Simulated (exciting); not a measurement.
# Core excitons at the O K edge of NaTlO

How far do the exchange and direct terms reshape the O K edge of NaTlO?

Program: exciting sodium. Level of theory: X-ray absorption, core-level Bethe-Salpeter equation, exchange and statically screened direct term, Tamm-Dancoff, all-electron LAPW+lo LDA. Results are calculated unless marked as measured.

### Step 1. The starting structure

It takes space group P6_3mc (No. 186, hexagonal). Conventional cell: a = 3.484 Å, b = 3.484 Å, c = 11.395 Å, α = 90.00°, β = 90.00°, γ = 120.00°. Nearest to Tl lie 3 O at 2.47 Å. Na has 3 O at 2.29 Å nearest. O has 3 Na at 2.29 Å and 3 Tl at 2.47 Å nearest. Farther neighbours and most contacts between anions are not listed.

Structure file:

```cif
data_structure
_symmetry_space_group_name_H-M 'P6_3mc'
_symmetry_Int_Tables_number 186
_cell_length_a 3.4844
_cell_length_b 3.4844
_cell_length_c 11.3946
_cell_angle_alpha 90.000
_cell_angle_beta 90.000
_cell_angle_gamma 120.000
_cell_volume 119.81
loop_
_atom_site_label
_atom_site_type_symbol
_atom_site_symmetry_multiplicity
_atom_site_Wyckoff_symbol
_atom_site_fract_x
_atom_site_fract_y
_atom_site_fract_z
_atom_site_occupancy
Tl1 Tl 2 b 0.66667 0.33333 0.61572 1
Na1 Na 2 b 0.33333 0.66667 0.39389 1
O1 O 2 a 0.00000 0.00000 0.49040 1
```

Differences between curves are given as r.m.s. difference over r.m.s. height.

### Step 2. The self-consistent potential

The species files are the program's own, with muffin-tin radii set in the input.

input.xml reads:

```
<input>
  <title>NaTlO</title>
  <structure speciespath="." autormt="false" epslat="1.0e-5">
    <crystal>
      <basevect>6.5845364187 0.0000000000 0.0000000000</basevect>
      <basevect>-3.2922682094 5.7023758107 0.0000000000</basevect>
      <basevect>0.0000000000 0.0000000000 21.5326574787</basevect>
    </crystal>
    <species speciesfile="Tl.xml" rmt="2.300">
      <atom coord="0.6666666667 0.3333333333 0.6157190300"/>
      <atom coord="0.3333333333 0.6666666667 0.1157190300"/>
    </species>
    <species speciesfile="Na.xml" rmt="2.240">
      <atom coord="0.3333333333 0.6666666667 0.3938852900"/>
      <atom coord="0.6666666667 0.3333333333 0.8938852900"/>
    </species>
    <species speciesfile="O.xml" rmt="1.963">
      <atom coord="0.0000000000 0.0000000000 0.4903956800"/>
      <atom coord="0.0000000000 0.0000000000 0.9903956800"/>
    </species>
  </structure>
  <groundstate do="fromscratch" xctype="LDA_PW" ngridk="6 6 1" rgkmax="7" gmaxvr="14" nempty="8" swidth="0.001" maxscl="100" epsengy="1e-5"/>
</input>
```

Run with:

```
> OMP_NUM_THREADS=1 mpirun -n 4 exciting
```

The log of the run:

```text
EXCITING SODIUM started
********************************************************************************
* Ground-state run starting from atomic densities                              *
********************************************************************************
+ Starting initialization                                                      +
 Lattice vectors (cartesian) :
      6.5845364187      0.0000000000      0.0000000000
     -3.2922682094      5.7023758107      0.0000000000
      0.0000000000      0.0000000000     21.5326574787
 Reciprocal lattice vectors (cartesian) :
      0.9542335113      0.5509269746     -0.0000000000
      0.0000000000      1.1018539493      0.0000000000
      0.0000000000     -0.0000000000      0.2917979499
 Unit cell volume                           :     808.4974824920
 Brillouin zone volume                      :       0.3068039404
 Species :    1 (Tl)
     parameters loaded from                 :    Tl.xml
     name                                   :    thallium
     nuclear charge                         :     -81.00000000
     electronic charge                      :      81.00000000
     atomic mass                            :  372567.96410000
     muffin-tin radius                      :       2.30000000
     # of radial points in muffin-tin       :     600
     atomic positions (lattice) :
       1 :   0.00000000  0.00000000  0.00000000
       2 :   0.66666667  0.33333333  0.50000000
 Species :    2 (Na)
     parameters loaded from                 :    Na.xml
     name                                   :    sodium
     nuclear charge                         :     -11.00000000
     electronic charge                      :      11.00000000
     atomic mass                            :   41907.78700000
     muffin-tin radius                      :       2.24000000
     # of radial points in muffin-tin       :     300
     atomic positions (lattice) :
       1 :   0.66666667  0.33333333  0.77816626
       2 :   0.00000000  0.00000000  0.27816626
 Species :    3 (O)
     parameters loaded from                 :    O.xml
     name                                   :    oxygen
     nuclear charge                         :      -8.00000000
     electronic charge                      :       8.00000000
     atomic mass                            :   29165.12203000
     muffin-tin radius                      :       1.96300000
     # of radial points in muffin-tin       :     250
     atomic positions (lattice) :
       1 :   0.33333333  0.66666667  0.87467665
       2 :   0.33333333  0.66666667  0.37467665
 Total number of atoms per unit cell        :       6
 Spin treatment                             :    spin-unpolarised
 Number of Bravais lattice symmetries       :      24
 Number of crystal symmetries               :      12
 k-point grid                               :       6    6    1
 Total number of k-points                   :       7
 k-point set is reduced with crystal symmetries
 R^MT_min * |G+k|_max (rgkmax)              :       7.00000000
 Species with R^MT_min                      :       3 (O)
 Maximum |G+k| for APW functions            :       3.56597045
 Maximum |G| for potential and density      :      14.00000000
 G-vector grid sizes                        :      30    30    96
 Total number of G-vectors                  :   37553
 Maximum angular momentum used for
     APW functions                          :       8
     computing H and O matrix elements      :       8
     potential and density                  :       8
     inner part of muffin-tin               :       2
 Total nuclear charge                       :    -200.00000000
 Total electronic charge                    :     200.00000000
 Total core charge                          :     132.00000000
 Total valence charge                       :      68.00000000
 Number of empty states                     :       8
 Total number of valence states             :      43
 Maximum Hamiltonian size                   :     695
 Maximum number of plane-waves              :     637
 Total number of local-orbitals             :      58
 Exchange-correlation type                  :       3
     Perdew-Wang, Phys. Rev. B 45, 13244 (1992)
 Smearing scheme                            :    Gaussian
 Smearing width                             :       0.00100000
 Using multisecant Broyden potential mixing
+ Ending initialization                                                        +
********************************************************************************
* Groundstate module started                                                   *
********************************************************************************
 Output level for this task is set to normal
+ Self-consistent loop started                                                 +
 Density and potential initialised from atomic data
+ SCF iteration number :    1                                                  +
 Total energy                               :    -41006.37233667
 _______________________________________________________________
 Fermi energy                               :         0.08424512
 Kinetic energy                             :     47480.26870202
 Coulomb energy                             :    -87700.84271844
 Exchange energy                            :      -765.96770275
 Correlation energy                         :       -19.83061750
 DOS at Fermi energy (states/Ha/cell)       :         0.00000000
 Electron charges :
     core                                   :       132.00000000
     core leakage                           :         0.00147490
     valence                                :        68.00000000
     interstitial                           :         6.02298110
     charge in muffin-tin spheres :
                  atom     1    Tl          :        78.19328141
                  atom     2    Tl          :        78.19328141
                  atom     3    Na          :        10.06781605
                  atom     4    Na          :        10.06781605
                  atom     5     O          :         8.72741199
                  atom     6     O          :         8.72741199
     total charge in muffin-tins            :       193.97701890
     total charge                           :       200.00000000
 Estimated fundamental gap                  :         0.05146069
        valence-band maximum at    7      0.3333  0.3333  0.0000
     conduction-band minimum at    1      0.0000  0.0000  0.0000
[... further iterations ...]
| Convergence targets achieved. Performing final SCF iteration                 +
 Total energy                               :    -41028.22688311
 _______________________________________________________________
 Fermi energy                               :         0.09373900
 Kinetic energy                             :     47461.83084503
 Coulomb energy                             :    -87704.91775969
 Exchange energy                            :      -765.34586884
 Correlation energy                         :       -19.79409961
 DOS at Fermi energy (states/Ha/cell)       :         0.00000000
 Electron charges :
     core                                   :       132.00000000
     core leakage                           :         0.00143476
     valence                                :        68.00000000
     interstitial                           :         7.16038026
     charge in muffin-tin spheres :
                  atom     1    Tl          :        78.36810203
                  atom     2    Tl          :        78.36810203
                  atom     3    Na          :        10.13000292
                  atom     4    Na          :        10.13000292
                  atom     5     O          :         7.92170492
                  atom     6     O          :         7.92170492
     total charge in muffin-tins            :       192.83961974
     total charge                           :       200.00000000
 Estimated fundamental gap                  :         0.03539590
        valence-band maximum at    7      0.3333  0.3333  0.0000
     conduction-band minimum at    1      0.0000  0.0000  0.0000
+ Self-consistent loop stopped                                                 +
 STATE.OUT is written
********************************************************************************
* Groundstate module stopped                                                   *
********************************************************************************
 Total time spent (seconds)                 :        78.57
| EXCITING SODIUM stopped                                                      =
```

Elapsed: 81 s, on 4 MPI ranks of Intel Xeon at 2.70GHz, shared host.

The mesh shows a gap of 0.96 eV. Core levels (Dirac, from the valence top):

| atom | level | energy (eV) |
| --- | --- | --- |
| O | 1s1/2 | -500.3 |

### Step 3. A richer basis for the empty states

Each species file gets more local orbitals, built from u and its energy derivative at 0.15 Ha and u at 0.9 Ha.

input.xml is that of step 2.

SPECIES.xml, added lines reads:

```
<lo l="L">  <!-- L = 0, 1, 2, and 3 from Cs on -->
  <wf matchingOrder="0" trialEnergy="0.1500" searchE="false"/>
  <wf matchingOrder="1" trialEnergy="0.1500" searchE="false"/>
  <wf matchingOrder="0" trialEnergy="0.9000" searchE="false"/>
</lo>
```

Run with:

```
> OMP_NUM_THREADS=1 mpirun -n 4 exciting
```

The log of the run:

```text
EXCITING SODIUM started
********************************************************************************
* Ground-state run starting from atomic densities                              *
********************************************************************************
+ Starting initialization                                                      +
[... lattice and species ...]
 Spin treatment                             :    spin-unpolarised
 Number of Bravais lattice symmetries       :      24
[...]
valence-band maximum at    7      0.3333  0.3333  0.0000
     conduction-band minimum at    1      0.0000  0.0000  0.0000
+ Self-consistent loop stopped                                                 +
 STATE.OUT is written
********************************************************************************
* Groundstate module stopped                                                   *
********************************************************************************
 Total time spent (seconds)                 :        84.93
| EXCITING SODIUM stopped                                                      =
[key lines of the parts left out:]
Total energy                               :    -41028.22901305
Fermi energy                               :         0.09391048
```

Wall time 87 s (4 MPI ranks).

Against the first ground state the total energy moves by -10 meV an atom and the gap by -0.01 eV.

[end of part 1 of 3]

[Banner, clock and machine lines of the logs are left out without a mark of their own.]

[Logs are printed without paths, hosts, clocks, repeated set-up lines and the standing remarks that a program may print on its own settings, such as how far it seeks lower states.]

[Hosts, paths, dates, database ids (printed as entryN), source tags and the programs' standing remarks are cut or masked in the printed files.]
